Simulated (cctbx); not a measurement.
# TeW with cctbx, script by script

Library: cctbx 2025.11. The data are simulated by the first script.

## 1. Simulate the data

run.py:

```python
from cctbx import adptbx, crystal, miller, sgtbx, xray
from cctbx.array_family import flex
from iotbx.shelx import hklf
from scitbx import matrix
import scitbx.random

cs = crystal.symmetry(unit_cell=(3.818, 3.818, 3.818, 90, 90, 90), space_group_symbol='Hall: -P 4 2 3')  # Pm-3m
atoms = [  # label, site, U (iso, or U11 U22 U33 U12 U13 U23 in A^2), occupancy
    ("W1", (0.5, 0.5, 0.5), 0.0117, 1),
    ("Te1", (0, 0, 0), 0.0158, 1),
]
xs = xray.structure(crystal_symmetry=cs)
for label, site, u, occ in atoms:
    u = adptbx.u_cif_as_u_star(cs.unit_cell(), u) if isinstance(u, tuple) else u
    xs.add_scatterer(xray.scatterer(label, site=site, u=u, occupancy=occ))
xs.set_inelastic_form_factors(0.7749, "sasaki")
xs.show_summary()
p1 = xs.expand_to_p1()
ms = miller.build_set(p1, anomalous_flag=True, d_min=0.84)
flex.set_random_seed(186727)
scitbx.random.set_random_seed(186727)
ms = ms.select(flex.random_double(ms.size()) < 0.5)
i = ms.structure_factors_from_scatterers(p1, algorithm="direct").f_calc().as_intensity_array().data()
i = i / flex.sqrt(1 + 0.1 * i / flex.max(i))  # extinction
i = i * 20000 / flex.max(i)
sig = flex.sqrt(i + flex.pow2(0.015 * i) + 15 ** 2)
noise = scitbx.random.variate(scitbx.random.normal_distribution())(i.size())
data = ms.array(data=i + sig * noise, sigmas=sig).set_observation_type_xray_intensity()
with open("data.hkl", "w") as f:
    data.export_as_shelx_hklf(f)
print("reflections written:", data.size(), " <I/sigma> = %.1f" % flex.mean(data.data() / data.sigmas()))
for h, a, b in list(data.sort("data"))[:12]:
    print("%4d%4d%4d %9.1f %7.1f" % (h + (a, b)))
```

```console
$ python run.py
```

```text
Number of scatterers: 2
At special positions: 2
Unit cell: (3.818, 3.818, 3.818, 90, 90, 90)
Space group: P m -3 m (No. 221)
reflections written: 190  <I/sigma> = 35.6
   1  -1   0   20343.3   332.0
  -1  -1   0   20256.3   332.0
  -1   1   0   20042.5   332.0
  -1   0  -1   19994.1   332.0
   1   1   0   19846.7   332.0
   0   1   1   19756.5   332.0
   0   0   2   15321.7   263.1
   2   0   0   15320.7   263.1
   0   2   0   15273.0   263.1
   1  -2  -1   12784.5   217.9
  -1  -1   2   12544.0   217.9
   2  -1  -1   12527.5   217.9
```

Run time: 0.19 s on 1 thread of Arm Neoverse V2, with other jobs on the host, peak memory 0.07 GiB.

## 2. Refinement (right model, isotropic)

run.py:

```python
import math
from cctbx import adptbx, crystal, maptbx, sgtbx, xray
from cctbx.array_family import flex
from cctbx.xray import observations
from iotbx.shelx import hklf
from scitbx.lstbx import normal_eqns_solving
from smtbx import absolute_structure, utils
from smtbx.refinement import constraints, least_squares

cs = crystal.symmetry(unit_cell=(3.818, 3.818, 3.818, 90, 90, 90), space_group_symbol='Hall: -P 4 2 3')  # Pm-3m
atoms = [  # label, site, U (iso, or U11 U22 U33 U12 U13 U23 in A^2), occupancy
    ("W1", (0.5, 0.5, 0.5), 0.0200, 1),
    ("Te1", (0, 0, 0), 0.0200, 1),
]
xs = xray.structure(crystal_symmetry=cs)
for label, site, u, occ in atoms:
    u = adptbx.u_cif_as_u_star(cs.unit_cell(), u) if isinstance(u, tuple) else u
    xs.add_scatterer(xray.scatterer(label, site=site, u=u, occupancy=occ))
xs.set_inelastic_form_factors(0.7749, "sasaki")
raw = hklf.reader(file_name="data.hkl").as_miller_arrays(crystal_symmetry=cs, anomalous=True)[0]
merged = raw.eliminate_sys_absent().merge_equivalents()
fo2 = merged.array().set_observation_type_xray_intensity()
print("Rint %.3f, %d unique reflections to %.2f A" % (merged.r_int(), fo2.size(), fo2.d_min()))
for sc in xs.scatterers():
    sc.flags.set_grad_site(True)
    sc.flags.set_grad_u_aniso(sc.flags.use_u_aniso())
    sc.flags.set_grad_u_iso(sc.flags.use_u_iso())
obs = fo2.as_xray_observations()
extra = {}
rep = constraints.reparametrisation(xs, [], utils.connectivity_table(xs), **extra)
ls = least_squares.crystallographic_ls(obs, rep, weighting_scheme=least_squares.mainstream_shelx_weighting(a=0, b=0))
print("cycle     R1     wR2    GooF  max shift (A)")
for cycle in range(8):
    ls.build_up()
    r1, wr2, goof = ls.r1_factor(cutoff_factor=2)[0], ls.wR2(), ls.goof()
    old = xs.sites_cart()
    normal_eqns_solving.levenberg_marquardt_iterations(ls, n_max_iterations=3, tau=1e-06, step_threshold=1e-7)
    big = flex.max((xs.sites_cart() - old).norms())
    print("%4d %7.4f %7.4f %7.3f %9.5f" % (cycle + 1, r1, wr2, goof, big))
    ls.build_up(objective_only=True)
    if abs(ls.wR2() - wr2) < 5e-5 and big < 5e-4:
        break
ls.build_up()
print("final R1 %.4f wR2 %.4f GooF %.3f  parameters %d  data/parameter %.1f" % (ls.r1_factor(cutoff_factor=2)[0], ls.wR2(), ls.goof(), ls.n_parameters, fo2.size() / ls.n_parameters))
cov = ls.covariance_matrix_and_annotations()
su = dict(zip(cov.annotations, (math.sqrt(max(v, 0)) for v in cov.matrix.matrix_packed_u_diagonal())))
a2 = cs.unit_cell().reciprocal_parameters()[0] ** -2
print("atom        x        y        z      Ueq    occ   su(xyz)  su(Uiso or U11)")
for sc in xs.scatterers():
    s = max(su.get(sc.label + k, 0) for k in (".x", ".y", ".z"))
    npd = "" if sc.is_positive_definite_u(cs.unit_cell()) else "  NPD"
    print("%-5s %8.5f %8.5f %8.5f %8.4f %6.3f %8.5f %7.4f%s" % ((sc.label,) + sc.site + (sc.u_iso_or_equiv(cs.unit_cell()), sc.occupancy, s, su.get(sc.label + ".uiso", su.get(sc.label + ".u11", 0) * a2), npd)))
fo = fo2.f_sq_as_f()
fc = fo.structure_factors_from_scatterers(xs, algorithm="direct").f_calc()
diff = fo.f_obs_minus_f_calc(1 / math.sqrt(ls.scale_factor()), fc).average_bijvoet_mates()
m = diff.fft_map(symmetry_flags=maptbx.use_space_group_symmetry, resolution_factor=0.25).apply_volume_scaling()
print("difference map: max %.2f min %.2f rms %.2f" % (m.statistics().max(), m.statistics().min(), m.statistics().sigma()))
peaks = m.peak_search(parameters=maptbx.peak_search_parameters(min_distance_sym_equiv=0.6, max_clusters=6)).all()
near = xs.closest_distances(peaks.sites(), distance_cutoff=4)
sps = cs.special_position_settings(min_distance_sym_equiv=0.5)
for k, (x, h) in enumerate(zip(peaks.sites(), peaks.heights())):
    ss = sps.site_symmetry(x)
    print("Q%-3d %7.4f %7.4f %7.4f %4d %7.2f  %.2f A from %s" % ((k + 1,) + tuple(t % 1 for t in ss.exact_site()) + (ss.multiplicity(), h, near.smallest_distances[k], xs.scatterers()[near.i_seqs[k]].label)))
```

```console
$ python run.py
```

```text
Rint 0.014, 21 unique reflections to 0.85 A
cycle     R1     wR2    GooF  max shift (A)
   1  0.0664  0.1338  16.119   0.00000
   2  0.0022  0.0052   0.628   0.00000
final R1 0.0022 wR2 0.0052 GooF 0.628  parameters 2  data/parameter 10.5
atom        x        y        z      Ueq    occ   su(xyz)  su(Uiso or U11)
W1     0.50000  0.50000  0.50000   0.0108  1.000  0.00000  0.0001
Te1    0.00000  0.00000  0.00000   0.0154  1.000  0.00000  0.0001
difference map: max 0.07 min -0.12 rms 0.04
Q1    0.3070  0.5000  0.5000    6    0.07  0.74 A from W1
Q2    0.0000  0.1628  0.5000   12    0.07  2.01 A from Te1
Q3    0.0000  0.2662  0.2662   12    0.06  1.44 A from Te1
Q4    0.1739  0.1739  0.1739    8    0.05  1.15 A from Te1
Q5    0.0000  0.5000  0.5000    3    0.04  1.91 A from W1
Q6    0.1927  0.1927  0.5000   12    0.03  1.66 A from W1
```

Time: 0.3 s.

## 3. Refinement (right model, anisotropic)

run.py, as its changes from the last script of this kind:

```diff
@@ -12,2 +12,2 @@
-    ("W1", (0.5, 0.5, 0.5), 0.0200, 1),
-    ("Te1", (0, 0, 0), 0.0200, 1),
+    ("W1", (0.5, 0.5, 0.5), 0.0108, 1),
+    ("Te1", (0, 0, 0), 0.0154, 1),
@@ -19,0 +20 @@
+xs.convert_to_anisotropic()
```

```console
$ python run.py
```

```text
Rint 0.014, 21 unique reflections to 0.85 A
cycle     R1     wR2    GooF  max shift (A)
   1  0.0022  0.0052   0.629   0.00000
final R1 0.0022 wR2 0.0052 GooF 0.628  parameters 2  data/parameter 10.5
atom        x        y        z      Ueq    occ   su(xyz)  su(Uiso or U11)
W1     0.50000  0.50000  0.50000   0.0108  1.000  0.00000  0.0001
Te1    0.00000  0.00000  0.00000   0.0154  1.000  0.00000  0.0001
difference map: max 0.07 min -0.12 rms 0.04
Q1    0.3070  0.5000  0.5000    6    0.07  0.74 A from W1
Q2    0.0000  0.1628  0.5000   12    0.07  2.01 A from Te1
Q3    0.0000  0.2662  0.2662   12    0.06  1.44 A from Te1
Q4    0.1739  0.1739  0.1739    8    0.05  1.15 A from Te1
Q5    0.0000  0.5000  0.5000    3    0.04  1.91 A from W1
Q6    0.1927  0.1927  0.5000   12    0.03  1.66 A from W1
```

Time: 0.28 s.

## 4. Refinement

run.py, as its changes from the last script of this kind:

```diff
@@ -22 +22 @@
-merged = raw.eliminate_sys_absent().merge_equivalents()
+merged = raw.eliminate_sys_absent().resolution_filter(d_min=1.3).merge_equivalents()
@@ -34 +34 @@
-for cycle in range(8):
+for cycle in range(12):
```

```console
$ python run.py
```

```text
Rint 0.010, 7 unique reflections to 1.35 A
cycle     R1     wR2    GooF  max shift (A)
   1  0.0026  0.0075   1.039   0.00000
   2  0.0021  0.0062   0.869   0.00000
final R1 0.0021 wR2 0.0062 GooF 0.869  parameters 2  data/parameter 3.5
atom        x        y        z      Ueq    occ   su(xyz)  su(Uiso or U11)
W1     0.50000  0.50000  0.50000   0.0103  1.000  0.00000  0.0005
Te1    0.00000  0.00000  0.00000   0.0156  1.000  0.00000  0.0006
difference map: max 0.04 min -0.10 rms 0.02
Q1    0.0000  0.0000  0.5000    3    0.04  1.91 A from Te1
Q2    0.1667  0.1667  0.5000   12    0.03  1.80 A from W1
Q3    0.2988  0.2988  0.2988    8    0.02  1.33 A from W1
Q4    0.0000  0.0000  0.0000    1    0.00  0.00 A from Te1
```

Time: 0.32 s.

This run holds a fault made on purpose: data cut at low resolution.

## 5. Refinement

run.py, as its changes from the last script of this kind:

```diff
@@ -13,0 +14 @@
+    ("Te2", (0.001, 0.255, 0.18), 0.0300, 1),
@@ -20 +20,0 @@
-xs.convert_to_anisotropic()
@@ -22 +22 @@
-merged = raw.eliminate_sys_absent().resolution_filter(d_min=1.3).merge_equivalents()
+merged = raw.eliminate_sys_absent().merge_equivalents()
```

```console
$ python run.py
```

```text
Rint 0.014, 21 unique reflections to 0.85 A
cycle     R1     wR2    GooF  max shift (A)
   1  0.7670  0.9600 122.279   0.07605
   2  0.6975  0.9365 119.288   0.07890
   3  0.6557  0.9310 118.589   0.00708
   4  0.6664  0.9286 118.290   0.12555
   5  0.5626  0.8499 108.257   0.16070
   6  0.1231  0.2833  36.087   0.14300
   7  0.0094  0.0236   3.006   0.10287
   8  0.0070  0.0276   3.522   0.00590
   9  0.0166  0.0752   9.585   0.00363
  10  0.0085  0.0365   4.651   0.00091
  11  0.0172  0.0786  10.011   0.00123
  12  0.0086  0.0368   4.690   0.00114
final R1 0.0172 wR2 0.0787 GooF 10.025  parameters 4  data/parameter 5.2
atom        x        y        z      Ueq    occ   su(xyz)  su(Uiso or U11)
W1     0.50000  0.50000  0.50000   0.0109  1.000  0.00000  0.0016
Te1    0.00000  0.00000  0.00000   0.0155  1.000  0.00000  0.0017
Te2    0.00000  0.25338  0.25338   0.9297  1.000  0.02239  0.2110
difference map: max 2.55 min -0.74 rms 0.40
Q1    0.5000  0.5000  0.5000    1    2.55  0.00 A from W1
Q2    0.0000  0.5000  0.5000    3    0.40  1.33 A from Te2
Q3    0.0000  0.0000  0.0000    1    0.28  0.00 A from Te1
```

Time: 0.76 s.

This run holds a fault made on purpose: spurious atom: Te2.

## 6. Refinement

run.py, as its changes from the last script of this kind:

```diff
@@ -14 +13,0 @@
-    ("Te2", (0.001, 0.255, 0.18), 0.0300, 1),
@@ -20 +19,2 @@
-xs.set_inelastic_form_factors(0.7749, "sasaki")
+# no anomalous dispersion
+xs.convert_to_anisotropic()
```

```console
$ python run.py
```

```text
Rint 0.014, 21 unique reflections to 0.85 A
cycle     R1     wR2    GooF  max shift (A)
   1  0.0033  0.0088   1.055   0.00000
   2  0.0021  0.0052   0.621   0.00000
final R1 0.0021 wR2 0.0052 GooF 0.621  parameters 2  data/parameter 10.5
atom        x        y        z      Ueq    occ   su(xyz)  su(Uiso or U11)
W1     0.50000  0.50000  0.50000   0.0109  1.000  0.00000  0.0001
Te1    0.00000  0.00000  0.00000   0.0159  1.000  0.00000  0.0001
difference map: max 0.09 min -0.10 rms 0.03
Q1    0.2994  0.5000  0.5000    6    0.09  0.77 A from W1
Q2    0.0000  0.1621  0.5000   12    0.06  2.01 A from Te1
Q3    0.0000  0.2684  0.2684   12    0.05  1.45 A from Te1
Q4    0.1686  0.1686  0.1686    8    0.05  1.12 A from Te1
Q5    0.0000  0.5000  0.5000    3    0.05  1.91 A from W1
Q6    0.2222  0.2222  0.5000   12    0.03  1.50 A from W1
```

Run time: 0.3 s on 1 thread of Arm Neoverse V2 (shared host), peak memory 0.09 GiB.

This run holds a fault made on purpose: anomalous dispersion left out.

[Logs are printed without paths, hosts, clocks, repeated set-up lines and the standing remarks that a program may print on its own settings, such as how far it seeks lower states.]
